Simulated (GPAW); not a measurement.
YSi2 (P6/mmm), Si K edge of atom 2, with 3 Si at 2.22 Å (trigonal planar, site symmetry -6m2). Method: GPAW, LDA, excited-electron core hole (neutral cell), 18-atom cell with 6.7 Å between holes, 5×5×4 k points, dipole transitions, Gaussian full width 0.9 eV up to 4 eV, rising linearly to 3.5 eV at 25 eV.

```xyz
3
Lattice="3.8500 0.0000 0.0000 -1.9250 3.3342 0.0000 0.0000 0.0000 4.1400" Properties=species:S:1:pos:R:3 pbc="T T T"
Y     0.0000    0.0000    0.0000
Si    1.9250    1.1114    2.0700
Si    0.0000    2.2228    2.0700
```

Energy from the lowest empty level; a common scale on which the isotropic spectrum has a mean of 1 over the first 20 eV.

```
E (eV)  curve 1  curve 2
  -2.0     0.00     0.00
  -1.0     0.00     0.00
   0.0     0.32     0.46
   1.0     0.48     0.90
   2.0     0.68     1.10
   3.0     0.92     1.21
   4.0     1.96     1.18
   5.0     2.25     1.08
   6.0     1.38     1.37
   7.0     1.45     1.32
   8.0     1.20     0.98
   9.0     1.07     0.96
  10.0     0.92     1.18
  11.0     0.63     1.37
  12.0     0.49     1.16
  13.0     0.60     0.95
  14.0     0.71     0.88
  15.0     0.70     0.89
  16.0     0.68     0.88
  17.0     0.70     0.83
  18.0     0.77     0.77
  19.0     0.82     0.73
  20.0     0.88     0.74
  21.0     0.98     0.82
  22.0     1.08     0.99
  23.0     1.06     1.22
  24.0     0.95     1.36
  25.0     0.83     1.34
  26.0     0.77     1.18
  27.0     0.78     0.99
  28.0     0.79     0.82
  29.0     0.78     0.70
  30.0     0.73     0.61
```

Q: The curves are for the electric vector along different Cartesian axes of the cell as given, averaged over the symmetry-equivalent atoms. Which is which?

Curve 1: along z (c), main maxima 4.5 eV (2.36), 7.0 eV (1.45) and 22.4 eV (1.08). Curve 2: along x (⊥ c) (the other in-plane axis gives the same curve within 3 %), main maxima 0.8 eV (0.91), 3.6 eV (1.29), 6.4 eV (1.44) and 11.0 eV (1.37). A K edge sees empty p states on the absorber. Each direction probes the empty orbitals that point along it. The structure is a published determination, not relaxed.

[Banner, clock and machine lines of the logs are left out without a mark of their own.]

[Logs are printed without paths, hosts, clocks, repeated set-up lines and the standing remarks that a program may print on its own settings, such as how far it seeks lower states.]

[Hosts, paths, dates, database ids (printed as entryN), source tags and the programs' standing remarks are cut or masked in the printed files.]

[Lists of maxima count a maximum above −3 eV only where it reaches 4 % of the highest in the window and stands out from its surroundings by 2 % of it (1.5 % where it reaches 55 %); shoulders and weaker maxima are passed over, and of the rest the first, up to two pre-edge ones and the few strongest are named.]
